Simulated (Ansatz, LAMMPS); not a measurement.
# Gap against volume in glassy 69SiO2-19Al2O3-6SrO-6Li2O (mol %) (106 atoms)

Density of this cell: 2.66 g/cm³. The cell holds 106 atoms: 22 Si, 12 Al, 2 Sr, 4 Li and 66 O. Its edges and angles: a = 10.993 Å, b = 11.066 Å, c = 11.327 Å, α = 87.7°, β = 89.2°, γ = 88.2°. The starting structure: 106 atoms (22 Si, 12 Al, 2 Sr, 4 Li, 66 O) placed at random at 2.56 g/cm³, melted at 4000 K for 10 ps at fixed volume with the Morse and Coulomb pair potential with partial charges (Pedone, Malavasi, Menziani, Cormack and Segre, J. Phys. Chem. B 110, 11780 (2006)). Quenched from 4000 K to 300 K at 50 K/ps and fixed volume, held 5 ps.

Calculated with Ansatz 0.2.0: Kohn-Sham DFT, PBE, PAW (set soft_2), plane waves; cutoff 420 eV, Γ point, fixed occupations. The relaxed cell was scaled evenly and the atoms were relaxed at each volume. The gap is that between the highest filled and the lowest empty Kohn-Sham level on the run's k-points.

| volume (Å³/atom) | gap (eV) |
| --- | --- |
| 11.683 | 3.847 |
| 12.202 | ? |
| 12.591 | 3.616 |
| 12.981 | 3.517 |
| 13.370 | 3.405 |
| 13.760 | 3.298 |

Task: Fit a straight line in ln V to the rows given and interpolate to the withheld row.

**Working.**

A volume deformation potential makes the spacing linear in u = ln(V/V0), with V0 = 12.981 Å³ the relaxed volume; v is the spacing.

| u = ln(V/V0) | v (eV) |
| --- | --- |
| -0.105360 | 3.8469 |
| -0.0304597 | 3.6165 |
| 0 | 3.5169 |
| 0.0295591 | 3.4047 |
| 0.0582692 | 3.2979 |

With n = 5: mean u = -0.00959830, mean v = 3.53658, Σ(u − ū)² = 0.015837, Σ(u − ū)(v − v̄) = -0.052936. Slope b = -0.052936 / 0.015837 = -3.3425; intercept a = v̄ − b ū = 3.5045.

At the withheld volume u = -0.06188, and v = a + b u.

Prediction at 12.202: 3.711 eV. The run gave 3.713 eV, so the fit is low by 0.0019 eV (0.051 % of the value).

The slope, -3.34 eV, says that the spacing narrows on expansion. Among the rows given, the largest miss of the fit is at 12.981, by 0.012 eV (2.3 % of the range of the table).

Limits: The table spans 16 % in volume, wide for a linear law. Semilocal functionals tend to put gaps under measured ones. Only the Γ point is sampled. Atoms move by up to 0.6 Å in these relaxations, so the structure changes along the series. Defect or tail levels can set the spacing of a disordered cell.

[Hosts, paths, dates, database ids (printed as entryN), source tags and the programs' standing remarks are cut or masked in the printed files.]
